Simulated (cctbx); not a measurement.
# Solving a structure by charge flipping

Cell a = 4.5590 Å, b = 4.5590 Å, c = 18.3520 Å, α = 90.00°, β = 90.00°, γ = 90.00°; space group I4_1/amd (no. 141, origin choice 1); content Pb8 Er4.

The data are simulated with cctbx, not measured: Mo Kα, λ = 0.71073 Å, to d = 0.77 Å, 80 % of the full sphere, strongest reflection 20000 counts, noise from counting, a 1.5 % proportional error and a noise floor of 2 counts (s.d.); no absorption.

Charge flipping in P1 on normalised amplitudes to 0.8 Å, δ = 1.1 σ, 30 % of the reflections treated as weak, 100 cycles:

```text
cycle      R  skewness
    0  0.593     0.28
    8  0.508     1.55
   16  0.523     2.52
   24  0.520     3.19
   32  0.509     3.26
   40  0.488     3.10
   48  0.489     3.29
   56  0.471     2.97
   64  0.497     3.24
   72  0.496     3.10
   80  0.477     3.00
   88  0.468     3.04
   96  0.477     3.13
origin shift          correlation  skewness
 0.266  0.598  0.214      0.909      6.18
 0.265  0.600  0.424      0.909      7.91
 0.270  0.591  0.003      0.900      5.87
 0.276  0.578  0.292      0.851      4.29
taken: symmetry correlation 0.909, skewness 7.91
peak      x       y       z  mult  height/sigma
Q1    0.0000  0.0000  0.4199    8     15.9
Q2    0.0000  0.0000  0.0000    4     14.3
Q3    0.0000  0.0000  0.1520    8      1.5
Q4    0.0000  0.0000  0.5000    4      1.0
Q5    0.0000  0.1409  0.9468   16      1.0
Q6    0.0000  0.2638  0.9945   16      0.8
Q7    0.0000  0.0000  0.1020    8      0.8
```

The origin is taken among those within 0.04 of the best correlation, by the skewness of the map.

Run time: 0.36 s on 1 thread of AMD EPYC 7R13 Processor (Zen 3), on a shared host, peak memory 0.07 GiB.

**Question.** Which peaks are atoms, and which elements?

Heights go roughly as Z and multiplicities must add up to the content. First model: Q1 = Pb1 (8 in the cell, height 15.9) and Q2 = Er1 (4 in the cell, height 14.3). Against the true structure, Q1 is Pb and Q2 is Er; the other peaks are not atoms.

Least squares on F², isotropic:

```text
Rint 0.019, 138 unique reflections to 0.77 A
cycle     R1     wR2    GooF  max shift (A)
   1  0.0657  0.1529  11.989   0.00882
   2  0.0250  0.0590   4.621   0.00000
final R1 0.0250 wR2 0.0590 GooF 4.621  parameters 3  data/parameter 46.0
atom        x        y        z      Ueq    occ   su(xyz)  su(Uiso or U11)
Pb1    0.00000  0.00000  0.42038   0.0173  1.000  0.00004  0.0003
Er1    0.00000  0.00000  0.00000   0.0116  1.000  0.00000  0.0003
difference map: max 5.07 min -3.68 rms 0.46
Q1    0.0000  0.0000  0.3956    8    5.07  0.45 A from Pb1
Q2    0.0000  0.0000  0.4464    8    5.07  0.48 A from Pb1
Q3    0.0000  0.1148  0.0810   16    1.48  1.58 A from Er1
Q4    0.0000  0.0000  0.5000    4    1.46  1.46 A from Pb1
Q5    0.0000  0.2437  0.5775   16    1.11  1.11 A from Pb1
```

Anisotropic refinement:

```text
Rint 0.019, 138 unique reflections to 0.77 A
cycle     R1     wR2    GooF  max shift (A)
   1  0.0250  0.0590   4.674   0.00010
   2  0.0056  0.0110   0.875   0.00000
final R1 0.0056 wR2 0.0110 GooF 0.875  parameters 6  data/parameter 23.0
atom        x        y        z      Ueq    occ   su(xyz)  su(Uiso or U11)
Pb1    0.00000  0.00000  0.42039   0.0169  1.000  0.00001  0.0001
Er1    0.00000  0.00000  0.00000   0.0117  1.000  0.00000  0.0001
difference map: max 0.47 min -0.43 rms 0.12
Q1    0.0000  0.1763  0.8339   16    0.48  1.48 A from Pb1
Q2    0.0000  0.1451  0.3322   16    0.46  1.75 A from Pb1
Q3    0.0000  0.1975  0.9311   16    0.43  1.55 A from Er1
Q4    0.0000  0.1289  0.1997   16    0.39  1.93 A from Er1
Q5    0.0833  0.1698  0.0938   32    0.37  1.92 A from Er1
Q6    0.0000  0.1165  0.4558   16    0.35  0.84 A from Pb1
```

**Reading.** The refinement ends at R1 = 0.0056, wR2 = 0.0110, GooF = 0.88, with difference density between -0.43 and 0.47 e/Å³. Every site matches the true model in element, within 0.001 Å r.m.s., up to an allowed shift of origin.

True model:

```csv
atom,mult.,x,y,z,Ueq (Å²)
Pb1,8,0,0,0.4204,0.0169
Er1,4,0,1/2,1/4,0.0117
```

This is a model crystal, built by substitution and not relaxed, with assumed displacement parameters.

[Middle refinement cycles are left out of these outputs.]

[Logs are printed without paths, hosts, clocks, repeated set-up lines and the standing remarks that a program may print on its own settings, such as how far it seeks lower states.]
